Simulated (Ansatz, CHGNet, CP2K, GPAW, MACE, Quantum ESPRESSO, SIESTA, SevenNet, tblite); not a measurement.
## NaH9C4O7 (P-1) (84 atoms): one structure in several programs

Aim: run NaH9C4O7 (P-1) (84 atoms) in several programs and set results and cost side by side. A plane-wave run serves as the reference.

Main program and level: Ansatz 0.2.0; Kohn-Sham DFT, PBE, PAW, plane waves.

### Step 1. Starting point

The cell holds 84 atoms: 4 Na, 36 H, 16 C and 28 O. Cell: a = 11.912 Å, b = 6.392 Å, c = 11.230 Å, α = 104.2°, β = 91.5°, γ = 100.2°. It derives from NaH9C4O7 (P-1), repeated 2×1×1. NaH9C4O7, space group P-1, structure from the Crystallography Open Database, 2 x 1 x 1 conventional cells; positions as listed; bonds to H set to neutron lengths (C-H 1.089, N-H 1.015, O-H 0.983, B-H 1.19 Å) where the listed ones are shorter. Then every atom was moved at random, 0.02 Å r.m.s. a Cartesian component (hydrogen 0.6 of that).

### Step 2. Reference: Ansatz, plane waves

The PAW files are the set soft_2.

The input, input.yaml:

```yaml
crystal:
  lattice:
    - [11.912, 0.0, 0.0]
    - [-1.13193, 6.29098, 0.0]
    - [-0.30376, -2.8479, 10.85864]
  atoms:
    - { symbol: Na, position: [0.12875, 0.04367, 0.42657] }
    - { symbol: Na, position: [0.37194, 0.9654, 0.57375] }
    - { symbol: H, position: [0.29622, 0.75416, 0.99429] }
    - { symbol: H, position: [0.20428, 0.24773, 0.00243] }
    [... 74 atom lines left out ...]
    - { symbol: O, position: [0.56435, 0.17239, 0.62938] }
    - { symbol: O, position: [0.93693, 0.82875, 0.36854] }
    - { symbol: O, position: [0.60973, 0.33662, 0.34207] }
    - { symbol: O, position: [0.88734, 0.66009, 0.65607] }
    - { symbol: O, position: [0.67475, 0.75546, 0.51499] }
    - { symbol: O, position: [0.8239, 0.24594, 0.48654] }
kpoints:
  mp_grid: { grid: [1, 1, 1] }
hamiltonian:
  xc: pbe
scf:
  occupations: { method: fermi_dirac, width: 0.05 }
output:
  forces: true
  eigenvalues: true
  populations: true
  stress: true
```

Run with:

```console
$ ansatz run input.yaml --threads 8 --pin off --max-ram 15872MiB --backend cpu --events-out ev --progress --plain --runs-dir out
```

Numbers of over 12 decimals in the logs are rounded to 6 here.

Log:

```text
[...]
Pseudopotentials: kind: paw
Pseudopotential: Na, paw, valence charge 9, recommended cutoff 420 eV (normal), Na.paw.azcp
Pseudopotential: H, paw, valence charge 1, recommended cutoff 420 eV (normal), H.paw.azcp
Pseudopotential: C, paw, valence charge 4, recommended cutoff 420 eV (normal), C.paw.azcp
Pseudopotential: O, paw, valence charge 6, recommended cutoff 420 eV (normal), O.paw.azcp
[... 5 lines on functional and potentials left out ...]
Crystal: 84 atoms, lattice volume = 813.726 Å³
Basis set: ecut = 420 eV, 15905 PW (Γ), exchange–correlation on 160×90×160 points (8 copies of the dense FFT grid, shifted against one another)
Bands: 236, of which v1, the nominal top of the filled ones, is band 152 counted from 1 (151 counted from 0)
Symmetry: 1 space group operations
Space group: P1 (ITA 1), of the structure as read, at distance tolerance 9.3e-5 Å
k-points: 1
[... 9 lines on functional and potentials left out ...]
Initial density: superposition of atomic densities (neutral atoms: chi_scale 0, normalization atom), corrected by the library's trained network
Initial wavefunctions: pseudopotential atomic-orbital guess
[...]
SCF iter   1: F=—  HF=-26427.137516 eV  |F-HF|=—  |Δ(HF+E_count)|=         —  Δρ=6.13e-3  dr2=6.62e-1  ethr=1.77e-3  ⟨swp⟩=5.0  Hψ=961  notcnv=0  defer=60
preconditioner: auto → Resta (q_TF=auto, 2.315 Å⁻¹)  ε∞=2.5  [insulator: Δε(μ)=3.132 eV  Ē_g=18.433 eV  σ=0.050 eV  W_gap=1.00  n_scr=172 (ndim 8)  ℏωp=22.4 eV  f_vac=0.166  D(μ)=0.00/eV (n_scr^D=0)  ε∞_Penn≈2.5]
[...]
SCF iter   9: F=—  HF=-26426.872382 eV  |F-HF|=—  |Δ(HF+E_count)|=   1.65e-6  Δρ=9.43e-6  dr2=5.83e-7  ethr=7.34e-10  ⟨swp⟩=2.0  Hψ=299  notcnv=0  defer=80
SCF iter  10: F=-26426.872382 eV  HF=-26426.872382 eV  |F-HF|=3.72e-8  |Δ(HF+E_count)|=   2.63e-7  Δρ=3.01e-6  dr2=6.13e-8  ethr=3.29e-11  ⟨swp⟩=13.0  Hψ=1709  notcnv=0
SCF 1 converged in 10 iterations: F = -26426.872382 eV  dr2 = 6.13e-8
[...]
SCF converged after 10 iterations
Free energy (F): -26426.872382 eV
Harris-Foulkes:  -26426.872382 eV  (|F-HF|=3.72e-8)
Internal energy: -26426.872382 eV  (E = F + TS)
E sigma→0 (E₀):  -26426.872382 eV
Fermi energy:    1.345143 eV
--- Per-component energies (eV) ---
[...]
Σ components = -26426.872382   (vs F -26426.872382, Δ=0.00e0)
--- Forces (eV/Å), atoms counted from 1 ---
  atom   1  Na     0.00121292    -0.11794174     0.14533791
  atom   2  Na    -0.00203920    -0.07535411    -0.17451409
  atom   3  H     -0.23412036    -0.18734245    -0.56250495
  atom   4  H     -0.00769158     0.06538250     0.82674119
[...]
atom  84  O      0.24399220    -0.66429082    -1.75064111
  max |Σ_I F_I| component: 9.51e-5 eV/Å
--- Stress (GPa, compression-positive) ---
        3.972194      -0.122182       0.742156
       -0.122181       1.483870      -0.207227
        0.742157      -0.207227       4.360655
  P = ⅓ Tr σ = 3.2722 GPa (32.722 kbar)
--- Band table (eV) ---
  k-point 0: bands = ["-47.9847", "-47.9791", "-47.9524", "-47.8996", [... 220 levels ...], "12.7420", "12.7811", "12.8262", "12.8349", "12.9276", "12.9864", "13.0112", "13.0337", "13.1391", "13.2006", "13.2364", "13.3262"]
--- Löwdin populations: 84 sites ---
  site symbol       q [e]
     0     Na      8.2259
     1     Na      8.2257
     2      H      0.6297
[...]
83      O      6.7457
  spilling = 0.010077 (of n_electrons = 304.000000)
```

Wall time 4 s (8 threads of Arm Neoverse V2, shared host); peak memory 0.93 GiB; 24 s of CPU time.

The column dr2 measures how far the density is from self-consistency, as an energy; F and HF (Harris–Foulkes) agree once it is small.

The run gave:

```
free energy                                      : -26426.8724 eV
free energy per atom                             : -314.6056 eV/atom
SCF cycles                                       : 10
pressure                                         : 3.272 GPa
r.m.s. force component                           : 1.115 eV/Å
longest force                                    : 7.14 eV/Å
Fermi energy                                     : 1.345 eV
gap (highest filled to lowest empty level) : 2.91 eV
spilling of the projection                       : 0.01008
```

Neighbours are counted within 1.21 Å (H-O), 1.34 Å (H-C), 1.68 Å (O-C), 2.88 Å (O-Na), 1.85 Å (C-C).

Length of the force by element and coordination:

```
element  coordination  atoms  mean length of the force (eV/Å)  spread  least   most
      C           all     16                             2.94    1.99  0.562   7.14
      H           all     36                            0.760   0.394  0.122   1.50
     Na           all      4                            0.181  0.0406  0.117  0.229
      O           all     28                             1.40    1.05  0.212   4.65
      O             1      8                             1.99    1.57  0.212   4.65
      O             2      8                             1.09   0.496  0.533   1.80
      O             3      4                             1.12   0.470  0.659   1.81
      O             4      8                             1.28   0.708  0.406   2.29
```

Löwdin charges by element and coordination (they lack the spilled electrons, 0.036 e an atom on average):

```
element  coordination  atoms  mean charge (e)  spread   least    most
      C           all     16            0.209   0.357  -0.158   0.571
      H           all     36            0.345  0.0701   0.190   0.398
     Na           all      4            0.774  2.0e-4   0.774   0.774
      O           all     28           -0.564   0.145  -0.748  -0.403
      O             1      8           -0.459  0.0308  -0.505  -0.409
      O             2      8           -0.422  0.0142  -0.445  -0.403
      O             3      4           -0.716  0.0051  -0.725  -0.711
      O             4      8           -0.737  0.0089  -0.748  -0.724
```

The levels nearest the highest filled one (over half full), pooled over k-points and spins:

```
level less the highest filled one (eV)  occupation
                                -0.322           2
                                -0.300           2
                                -0.263           2
                                -0.218           2
                               -0.0296           2
                                     0           2
                                  2.91           0
                                  3.10           0
                                  3.46           0
                                  3.74           0
                                  5.65           0
                                  5.67           0
```

### Step 3. Local order

Density 1.57 g/cm³, 9.687 Å³ an atom.

g(r), total and by pair (bins of 0.2 Å):

```
r (Å)  total   H-H   H-O   H-C  H-Na   O-O   O-C
 0.90   1.74  0.00  6.10  0.00  0.00  0.00  0.00
 1.10   1.48  0.00  3.03  3.76  0.00  0.00  0.00
 1.30   1.19  0.00  0.17  0.00  0.00  0.00  7.31
 1.50   0.75  1.64  0.45  0.00  0.00  0.00  0.00
 1.70   0.26  0.76  0.41  0.00  0.00  0.00  0.00
 1.90   0.58  0.00  1.69  0.62  0.00  0.00  0.00
 2.10   0.43  0.00  0.08  2.01  0.00  0.70  0.00
 2.30   0.73  1.11  0.00  0.55  0.00  0.67  1.56
 2.50   1.01  1.24  0.61  1.04  0.00  0.54  0.49
 2.70   0.52  0.81  0.34  0.84  1.46  0.54  0.00
 2.90   0.90  0.85  0.92  0.26  5.06  1.89  0.17
 3.10   0.97  0.83  1.02  0.23  3.77  1.17  1.59
 3.30   1.28  0.71  2.29  0.84  0.81  1.05  1.12
 3.50   1.46  1.43  1.02  2.09  1.45  2.24  1.39
 3.70   1.27  1.40  1.17  1.81  0.00  1.29  1.39
 3.90   1.01  0.89  0.86  1.27  0.59  0.65  1.61
 4.10   1.10  0.84  1.61  1.23  0.00  0.99  0.65
 4.30   1.29  1.15  1.66  1.11  0.98  0.93  1.14
 4.50   0.90  1.41  0.48  0.75  1.22  0.73  0.75
 4.70   0.94  1.14  0.79  0.94  0.71  0.85  0.76
 4.90   0.83  0.96  0.69  0.61  0.58  1.04  0.93
 5.10   0.86  0.58  0.91  0.86  0.35  0.61  1.48
 5.30   0.84  0.59  0.90  0.95  3.10  0.53  0.41
 5.50   0.94  0.98  1.01  0.68  1.04  0.79  0.95
 5.70   0.75  0.64  0.84  0.85  0.90  0.86  0.54
 5.90   1.03  1.42  0.75  0.60  0.91  1.58  0.62
 6.10   1.18  1.26  1.55  1.07  1.14  0.83  1.04
 6.30   1.07  1.21  0.75  1.09  1.02  1.36  1.07
```

Bonds by pair of elements; cutoffs follow the first minimum of g(r), held within bounds set by covalent radii, and pairs that aren't listed don't count as bonded:

```
pair A-B  cutoff (Å)  bonds  mean length (Å)  spread (Å)  shortest (Å)  B about A  A about B
     H-O        1.21     28            0.993       0.023         0.956      0.778          1
     H-C        1.34      8             1.09       0.022          1.07      0.222        0.5
     O-C        1.68     16             1.26       0.032          1.20      0.571          1
    O-Na        2.88     24             2.41       0.048          2.30      0.857          6
     C-C        1.85     12             1.44       0.096          1.25        1.5        1.5
```

How many atoms have how many bonded neighbours:

```
element  mean   1  2   3  4  6
      C     3   0  0  16  0  0
      H     1  36  0   0  0  0
     Na     6   0  0   0  0  4
      O  2.43   8  8   4  8  0
```

Hydrogen bonds between water molecules (O–O under 3.5 Å, H–O···O angle under 30°):

```
hydrogen bonds to other water  molecules
                            0          4
                            1          8
```

First shells of the ions:

```
ion  count                 shell  mean number
 Na      4  water O within 3.1 A            5
```

### Step 4. The ladder

The programs:
- CHGNet: machine-learned potential, published weights.
- CP2K 2026.2: Gaussian basis with GTH pseudopotentials and a plane-wave density; labels give functional, basis (MOLOPT sets; SR short-range, UZH the newer set with its own potentials), grid cutoff/relative cutoff and solver (OT: orbital transformation; TRS4, TC2, SIGN: linear-scaling purification with its sparsity filter), or its built-in tight binding.
- GPAW 26.7.0: PAW with atomic orbitals (LCAO), plane waves or a real-space grid of spacing h.
- MACE: machine-learned potential, published weights.
- Quantum ESPRESSO 7.5: plane waves; labels (QE) give functional, pseudopotential set and cutoffs of waves/density.
- SIESTA 5.4.2: numerical atomic orbitals, whose automatically made sets are far from complete, with PseudoDojo norm-conserving potentials that we converted to its format (checked against plane waves on the same files for H, C, O, Si, Ge and Ca alone); labels give functional, basis size, energy shift and mesh cutoff.
- SevenNet: machine-learned potential, published weights.
- tblite 0.8.0: extended tight binding, driven from Python.

All use the same cell and atoms; the electronic-structure runs use the same k-mesh, and an electronic temperature of 580 K (0.05 eV) where levels are smeared.

(Part 1 of 2 ends here.)

[Also dropped from logs without a mark: logging warnings of Python, and SIESTA's first energy breakdown and zero terms.]

[Logs are printed without paths, hosts, clocks, repeated set-up lines and the standing remarks that a program may print on its own settings, such as how far it seeks lower states.]

[Hosts, paths, dates, database ids (printed as entryN), source tags and the programs' standing remarks are cut or masked in the printed files.]
